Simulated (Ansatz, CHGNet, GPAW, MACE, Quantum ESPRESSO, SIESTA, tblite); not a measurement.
# Codes compared on random packing of 71HfO2-29Hf3N4 (mol %) (71 atoms)

Wanted: errors and costs of other methods on random packing of 71HfO2-29Hf3N4 (mol %) (71 atoms). A plane-wave run serves as the reference.

Program: Ansatz 0.2.0. Level of theory: Kohn-Sham DFT, PBE, PAW, plane waves. Results are calculated unless marked as measured.

### 1. Starting point

The cell holds 71 atoms: 27 Hf, 24 O and 20 N. Cell: a = 9.912 Å, b = 9.912 Å, c = 9.912 Å, α = 90.0°, β = 90.0°, γ = 90.0°. 71 atoms (27 Hf, 24 O, 20 N) packed at random in a cube at 9.35 g/cm³ and pushed apart as soft spheres, cations and anions kept from their own kind; a start for melting by ab initio MD, not an equilibrated structure. Then every atom was moved at random, 0.02 Å r.m.s. a Cartesian component.

Coordinates:

```xyz
71
Lattice="9.9116 0.0000 0.0000 0.0000 9.9116 0.0000 0.0000 0.0000 9.9116" Properties=species:S:1:pos:R:3 pbc="T T T"
Hf    3.9958    2.8218    3.0997
Hf    3.1821    9.6658    0.8086
Hf    3.3546    0.4072    7.2415
Hf    5.7734    6.3693    7.1521
Hf    8.1416    7.6558    1.0518
Hf    3.2734    5.6495    7.7542
Hf    8.8113    7.1859    6.8196
Hf    9.0042    2.8832    3.2834
Hf    4.9307    0.0418    4.8668
Hf    7.5515    2.4458    6.4613
Hf    9.1673    9.8309    7.3291
Hf    5.0466    5.7540    2.5075
Hf    3.4217    7.6096    3.5575
Hf    6.5180    3.5233    2.5511
Hf    1.2761    1.3950    8.5558
Hf    2.7187    2.4091    0.7664
Hf    6.0678    8.8766    9.8129
Hf    5.4009    0.3393    2.2259
Hf    2.8847    2.3482    5.4525
Hf    2.3558    7.4165    9.5362
Hf    5.9233    3.2464    8.4388
Hf    3.1094    7.8751    6.2638
Hf    8.3088    3.4186    0.5377
Hf    7.8930    4.8343    7.7059
Hf    0.3503    5.9995    0.7690
Hf    9.2183    0.2629    3.2645
Hf    0.9591    8.2024    4.3095
O     7.8334    1.1183    1.3992
O     0.9183    3.4042    4.7774
O     8.6274    9.6574    9.7470
O     8.3330    5.3957    1.9973
O     4.1667    5.5183    5.4277
O     8.5771    8.6772    4.9504
O     7.2365    0.5864    5.0095
O     1.9435    6.1778    4.9681
O     0.7425    3.6671    0.7601
O     6.0681    2.4902    4.6131
O     8.1322    4.8930    4.2349
O     3.7073    2.4143    8.5058
O     6.5400    6.3959    4.2416
O     9.7623    3.0129    7.1059
O     5.4918    1.3878    6.9164
O     1.8807    0.1172    5.4588
O     4.2782    3.7507    6.7788
O     1.5764    7.4451    2.1711
O     6.5721    1.2566    9.5205
O     0.8977    9.4515    0.2022
O     1.1200    6.6686    7.5304
O     3.2841    0.0606    3.1892
O     6.9662    6.8182    9.1196
O     9.5564    7.5269    9.0127
N     0.5385    5.0313    2.9659
N     5.0853    2.3791    1.0045
N     8.6729    1.8078    8.7344
N     1.1020    1.5506    2.2941
N     6.3805    4.8430    0.2198
N     2.9310    4.8040    0.7372
N     6.8085    9.5857    7.6234
N     6.4229    4.4570    5.8367
N     4.5818    6.3082    9.6184
N     2.0451    3.6004    7.4508
N     4.5716    8.3788    8.0336
N     1.4877    8.9628    7.9092
N     8.9587    7.1845    3.2653
N     2.8523    4.9768    3.2588
N     6.4677    8.1563    5.7397
N     4.6169    7.8688    1.5253
N     0.1990    4.7227    8.6393
N     9.8926    5.2895    5.7073
N     9.4531    1.3952    5.4363
N     6.8704    8.7937    3.4653
```

### 2. The reference run

The PAW files are the set soft_2.

input.yaml

```yaml
crystal:
  lattice:
    - [9.9116, 0.0, 0.0]
    - [0.0, 9.9116, 0.0]
    - [0.0, 0.0, 9.9116]
  atoms:
    - { symbol: Hf, position: [0.40314, 0.2847, 0.31273] }
    - { symbol: Hf, position: [0.32105, 0.9752, 0.08158] }
    - { symbol: Hf, position: [0.33845, 0.04108, 0.73061] }
    - { symbol: Hf, position: [0.58249, 0.64261, 0.72159] }
    [... 61 atom lines left out ...]
    - { symbol: "N", position: [0.65254, 0.8229, 0.57909] }
    - { symbol: "N", position: [0.46581, 0.7939, 0.15389] }
    - { symbol: "N", position: [0.02008, 0.47648, 0.87164] }
    - { symbol: "N", position: [0.99808, 0.53367, 0.57582] }
    - { symbol: "N", position: [0.95374, 0.14076, 0.54848] }
    - { symbol: "N", position: [0.69317, 0.88721, 0.34962] }
kpoints:
  mp_grid: { grid: [1, 1, 1] }
hamiltonian:
  xc: pbe
scf:
  occupations: { method: fermi_dirac, width: 0.05 }
output:
  forces: true
  eigenvalues: true
  populations: true
  stress: true
```

Run with:

```
ansatz run input.yaml --threads 4 --pin off --max-ram 8192MiB --backend cpu --events-out ev --progress --plain --runs-dir out
```

The program printed:

```text
[...]
Pseudopotentials: kind: paw
Pseudopotential: Hf, paw, valence charge 26, recommended cutoff 420 eV (normal), Hf.paw.azcp
Pseudopotential: O, paw, valence charge 6, recommended cutoff 420 eV (normal), O.paw.azcp
Pseudopotential: N, paw, valence charge 5, recommended cutoff 420 eV (normal), N.paw.azcp
[... 5 lines on functional and potentials left out ...]
Crystal: 71 atoms, lattice volume = 973.714 Å³
Basis set: ecut = 420 eV, 19093 PW (Γ), exchange–correlation on 144×144×144 points (8 copies of the dense FFT grid, shifted against one another)
Bands: 568, of which v1, the nominal top of the filled ones, is band 473 counted from 1 (472 counted from 0)
Symmetry: 1 space group operations
Space group: P1 (ITA 1), of the structure as read, at distance tolerance 9.9e-5 Å
k-points: 1
[... 7 lines on functional and potentials left out ...]
Initial density: superposition of atomic densities (neutral atoms: chi_scale 0, normalization atom), corrected by the library's trained network
Initial wavefunctions: pseudopotential atomic-orbital guess
[...]
SCF iter   1: F=—  HF=-445701.906915 eV  |F-HF|=—  |Δ(HF+E_count)|=         —  Δρ=1.39e-2  dr2=3.33e0  ethr=1.77e-3  ⟨swp⟩=5.0  Hψ=1730  notcnv=0  defer=44
preconditioner: auto → LDOS  [metal: Δε(μ)=0.049 eV  Ē_g=15.515 eV  σ=0.050 eV  W_gap=0.24  n_scr=340 (ndim 8)  ℏωp=35.5 eV  f_vac=0.019  D(μ)=42.79/eV (n_scr^D=364)  β→1.0]
[...]
SCF iter  11: F=—  HF=-445701.612102 eV  |F-HF|=—  |Δ(HF+E_count)|=   3.98e-8  Δρ=5.78e-6  dr2=3.63e-7  ethr=2.20e-10  ⟨swp⟩=2.0  Hψ=984  notcnv=0  defer=57
SCF iter  12: F=-445701.612102 eV  HF=-445701.612102 eV  |F-HF|=7.86e-8  |Δ(HF+E_count)|=   4.66e-9  Δρ=2.87e-6  dr2=9.46e-8  ethr=1.06e-11  ⟨swp⟩=12.0  Hψ=2657  notcnv=0
SCF 1 converged in 12 iterations: F = -445701.612102 eV  dr2 = 9.46e-8
[...]
SCF converged after 12 iterations
Free energy (F): -445701.612102 eV
Harris-Foulkes:  -445701.612102 eV  (|F-HF|=7.86e-8)
Internal energy: -445701.221989 eV  (E = F + TS)
E sigma→0 (E₀):  -445701.417046 eV
Entropy (-TS):   -0.390112 eV (-5.495 meV/atom)
Fermi energy:    14.266272 eV
--- Per-component energies (eV) ---
[...]
Σ components = -445701.612102   (vs F -445701.612102, Δ=0.00e0)
--- Forces (eV/Å), atoms counted from 1 ---
  atom   1  Hf    -0.22944341     2.22798963     0.84078116
  atom   2  Hf    -3.74739467    -1.99951202     1.46519430
  atom   3  Hf     3.17932213     0.02743806     3.36383379
  atom   4  Hf     0.95573578     2.86635892    -2.32751709
[...]
atom  71  N     -2.15242934     1.62684295    -2.23377930
  max |Σ_I F_I| component: 2.01e-4 eV/Å
--- Stress (GPa, compression-positive) ---
      -12.817336      -3.006963      -5.226359
       -3.006962      -8.956623       1.229131
       -5.226359       1.229132     -16.016738
  P = ⅓ Tr σ = -12.5969 GPa (-125.969 kbar)
--- Band table (eV) ---
  k-point 0: bands = ["-48.5559", "-48.4908", "-48.4453", "-48.4395", [... 552 levels ...], "18.4858", "18.5497", "18.5848", "18.6556", "18.6987", "18.7367", "18.7851", "18.8013", "18.8863", "18.8992", "18.9302", "18.9398"]
--- Löwdin populations: 71 sites ---
  site symbol       q [e]
     0     Hf     25.4161
     1     Hf     25.3374
     2     Hf     25.3917
[...]
70      N      5.3932
  spilling = 0.002531 (of n_electrons = 946.000000)
```

Elapsed: 30 s, on 4 threads of Arm Neoverse V1, shared host; peak memory 1.7 GiB.

The run gave:

| Item | Value |
| --- | --- |
| free energy | -445701.6121 eV |
| free energy per atom | -6277.4875 eV/atom |
| SCF cycles | 12 |
| pressure | -12.6 GPa |
| r.m.s. force component | 2.336 eV/Å |
| longest force | 8.89 eV/Å |
| Fermi energy | 14.27 eV |
| levels partly filled by over 2 per cent | 9 |
| spilling of the projection | 0.002531 |

Length of the force by element:

```csv
element,coordination,atoms,mean length of the force (eV/Å),spread,least,most
Hf,all,27,4.59,2.20,0.908,8.89
N,all,20,2.89,1.22,1.03,5.44
O,all,24,3.08,1.26,0.409,5.32
```

Löwdin charges by element (they lack the spilled electrons, 0.034 e an atom on average):

```csv
element,coordination,atoms,mean charge (e),spread,least,most
Hf,all,27,0.844,0.174,0.511,1.07
N,all,20,-0.427,0.129,-0.631,-0.156
O,all,24,-0.494,0.069,-0.615,-0.372
```

The levels nearest the highest filled one (over half full), pooled over k-points and spins:

```csv
level less the highest filled one (eV),occupation
-0.211,1.98
-0.192,1.98
-0.150,1.95
-0.0534,1.68
-0.0329,1.56
0,1.29
0.047,0.832
0.111,0.329
0.144,0.185
0.172,0.11
0.205,0.058
0.226,0.039
```

The run ends at a pressure of -12.60 GPa, with forces up to 8.9 eV/Å.

### 3. Structure statistics

Density 9.35 g/cm³, 13.71 Å³ an atom.

g(r), total and by pair (bins of 0.2 Å):

```csv
r (Å),total,Hf-Hf,Hf-O,Hf-N,O-O,O-N,N-N
2.10,0.07,0.00,0.00,0.00,0.57,0.00,0.00
2.30,2.75,0.00,4.40,1.91,2.34,4.21,1.73
2.50,1.96,0.00,2.15,4.05,0.84,1.79,1.23
2.70,1.85,4.87,1.25,1.19,1.49,1.77,0.84
2.90,0.73,0.50,0.56,1.12,0.48,0.77,0.91
3.10,0.78,1.08,0.93,0.53,0.98,0.50,0.80
3.30,0.70,0.48,0.88,0.79,0.38,0.66,0.90
3.50,0.94,0.61,1.14,1.35,0.44,0.66,1.26
3.70,0.63,0.32,0.57,0.83,0.68,0.71,0.56
3.90,0.83,0.76,0.87,0.61,1.33,0.69,1.01
4.10,0.97,0.95,0.75,0.99,0.96,1.30,0.92
4.30,1.20,1.42,1.32,0.90,1.72,1.01,0.94
4.50,1.11,1.11,0.95,1.03,1.25,1.23,1.34
4.70,1.23,1.44,1.22,1.29,1.09,1.02,1.50
4.90,1.02,1.15,0.92,1.19,0.90,1.04,0.81
```

Bonds by pair of elements; cutoffs follow the first minimum of g(r), held within bounds set by covalent radii, and pairs that aren't listed don't count as bonded:

```csv
pair A-B,cutoff (Å),bonds,mean length (Å),spread (Å),shortest (Å),B about A,A about B
Hf-O,2.88,80,2.46,0.136,2.31,2.96,3.33
Hf-N,2.88,67,2.51,0.152,2.35,2.48,3.35
```

The cutoff for Hf-N falls short of the minimum of g(r), so counts run low and odd coordinations can be artefacts.

How many atoms have how many bonded neighbours:

```csv
element,mean,1,2,3,4,5,6,7
Hf,5.44,0,0,1,3,9,11,3
N,3.35,0,5,8,2,5,0,0
O,3.33,1,3,8,11,1,0,0
```

### 4. The ladder

The programs:
- CHGNet: machine-learned potential, published weights.
- GPAW 26.7.0: PAW with atomic orbitals (LCAO), plane waves or a real-space grid of spacing h.
- MACE: machine-learned potential, published weights.
- Quantum ESPRESSO 7.5: plane waves; labels (QE) give functional, pseudopotential set and cutoffs of waves/density.
- SIESTA 5.4.2: numerical atomic orbitals, whose automatically made sets are far from complete, with PseudoDojo norm-conserving potentials that we converted to its format (checked against plane waves on the same files for H, C, O, Si, Ge and Ca alone); labels give functional, basis size, energy shift and mesh cutoff.
- tblite 0.8.0: extended tight binding, driven from Python.

All use the same cell and atoms; the electronic-structure runs use the same k-mesh, and an electronic temperature of 580 K (0.05 eV) where levels are smeared.

Differences are against the plane-wave reference, forces as r.m.s. over components; share is that over the reference's r.m.s. force, slope the least-squares factor from reference forces to these. Total energies of different programs have different zeros and aren't compared.

```csv
run,"Δ force, r.m.s. (meV/Å)",share (%),slope,Δ pressure (GPa),cores,CPU time,memory (GiB)
reference,-,-,-,-,4,1.9 min,1.7
CHGNet 0.3.0 potential,640,27.4,1.091,-5.56,1,5 s,1.1
"GPAW PBE, plane waves 600 eV",22.0,0.942,1.005,-4.83,2,17 min,1.8
MACE MP-0b2 small potential,632,27.1,1.014,0.640,1,8.2 s,0.67
MACE MPA-0 medium potential,431,18.4,0.953,-1.30,1,12 s,0.96
"QE PBE, sssp-1.3.0-efficiency, 60/480 Ry",12.9,0.553,1.000,-0.300,4,30 min,2.5
"SIESTA PBE, DZP, shift 0.01 Ry, mesh 150 Ry (coarse)",95.3,4.08,0.984,-1.53,2,3.9 min,0.86
"SIESTA PBE, DZP, shift 0.01 Ry, mesh 500 Ry",93.8,4.02,0.983,-1.52,2,16 min,2.3
"SIESTA PBE, SZ, shift 0.01 Ry, mesh 500 Ry (coarse)",355,15.2,0.880,-9.85,1,5.6 min,1.1
tblite GFN1-xTB,1226,52.5,1.173,37.6,1,5.2 s,0.12
```

Rows marked coarse were listed beforehand as settings not expected to be converged; some can still land near the reference.

Times of the machine-learned potentials are mostly Python's start and the loading of weights.

CPU time is summed over cores on a shared host, where runs went side by side, so it is rough. Symmetry, cutoffs, thresholds, outputs and thread counts weren't matched or tuned between programs; memory under MPI is the largest rank's times the ranks.

Runs without a result: GPAW PBE, LCAO dzp, h 0.18 Å (cut off at its time limit of 14 min); GPAW PBE, LCAO sz(dzp), h 0.18 Å (cut off at its time limit of 4.3 min); GPAW PBE, LCAO dzp, h 0.22 Å (cut off at its time limit of 10 min).

Mean charges by element (e), by run and scheme:

```csv
run,scheme,Hf,O,N
reference,Löwdin,+0.84,-0.49,-0.43
"SIESTA PBE, DZP, shift 0.01 Ry, mesh 500 Ry",Hirshfeld,+0.34,-0.22,-0.20
tblite GFN1-xTB,Mulliken,+0.81,-0.59,-0.38
```

The reference's Löwdin charges lack the electrons that the projection spills, 0.034 e an atom on average.

Within one program, basis, potentials and functional, energies share a zero. Each run against its twin at the usual cutoff or grid and solver:

```csv
run,twin,Δ energy (meV/atom),"Δ force, r.m.s. (meV/Å)",CPU time over the twin's
"SIESTA PBE, DZP, shift 0.01 Ry, mesh 150 Ry","DZP, shift 0.01 Ry, mesh 500 Ry",1.01,15.3,0.25
```

### 5. Results

```json
{
 "reference r.m.s. force component": "2.34 eV/Å",
 "nearest in forces": "QE PBE, sssp-1.3.0-efficiency, 60/480 Ry, 0.55 %",
 "farthest in forces": "tblite GFN1-xTB, 52 %",
 "cheapest electronic-structure run beside the reference": "tblite GFN1-xTB, 5.2 s of CPU time"
}
```

What this shows: PBE on plane waves or a grid with other potentials, cutoffs or grids, coarse settings apart, differs from the reference by 0.55 % (QE PBE, sssp-1.3.0-efficiency, 60/480 Ry) to 0.94 % (GPAW PBE, plane waves 600 eV) of the r.m.s. force; this holds the reference's own error, so differences of a few per cent don't tell which side is nearer the exact PBE result (QE's 60 Ry are 816 eV, against the reference's 420 eV). The PBE run in local orbitals, coarse settings apart, differs by 4.0 % (SIESTA PBE, DZP, shift 0.01 Ry, mesh 500 Ry); basis, grid and potentials can all enter. Tight binding differs by 52 % (tblite GFN1-xTB); it is another model, with fitted parameters of its own, and the xTB methods hold dispersion. Machine-learned potentials differ by 18 % (MACE MPA-0 medium potential) to 27 % (CHGNet 0.3.0 potential); they were trained on other programs' data. Runs with settings chosen to be coarse differ by 4.1 % (SIESTA PBE, DZP, shift 0.01 Ry, mesh 150 Ry) to 15 % (SIESTA PBE, SZ, shift 0.01 Ry, mesh 500 Ry), their programs' other errors included. One electronic-structure run takes under half the reference's CPU time: tblite GFN1-xTB, at 52 % in 5.2 s against 1.9 min; its pressure misses by +37.6 GPa. SIESTA PBE, SZ, shift 0.01 Ry, mesh 500 Ry softens the forces by a factor of 0.88 while following their directions (correlation 0.994); the slopes of the 3 SIESTA runs lie between 0.88 and 0.98. In pressure, SIESTA PBE, SZ, shift 0.01 Ry, mesh 500 Ry misses by -9.9 GPa, at the same functional. Charges hang on model, scheme and program or settings: among these rows the mean for Hf runs from +0.34 to +0.84 e. In the reference: 9 levels are partly filled, by over 2 % (at Γ alone): at this level the cell shows no clear gap. Levels of broken or missing bonds inside a gap of the host would look the same. In the reference: mean Löwdin charges: Hf +0.84, N -0.43, O -0.49 e. Periodic xTB results under one method name differ between programs and library versions. The potentials hold different valence shells: 946 electrons in the reference, 568 in Quantum ESPRESSO with SSSP, 568 in SIESTA and 568 in GPAW; this bears on time and differences. Machine-learned potentials mimic data converged in k, so the reference's own k-point error enters their differences. The reference's stress is far from hydrostatic: its diagonal is -12.8, -9.0, -16.0 GPa, compression counted positive. The reference's pressure of -13 GPa belongs to a cell and atoms that aren't relaxed at this level. The electronic-structure runs sample only Γ, in a cell whose shortest periodic width is 10 Å, which is coarse for a cell with partly filled levels. Spin–orbit coupling is left out, which matters for the levels of the heavy elements.

[Also dropped from logs without a mark: logging warnings of Python, and SIESTA's first energy breakdown and zero terms.]

[Logs are printed without paths, hosts, clocks, repeated set-up lines and the standing remarks that a program may print on its own settings, such as how far it seeks lower states.]

[Hosts, paths, dates, database ids (printed as entryN), source tags and the programs' standing remarks are cut or masked in the printed files.]
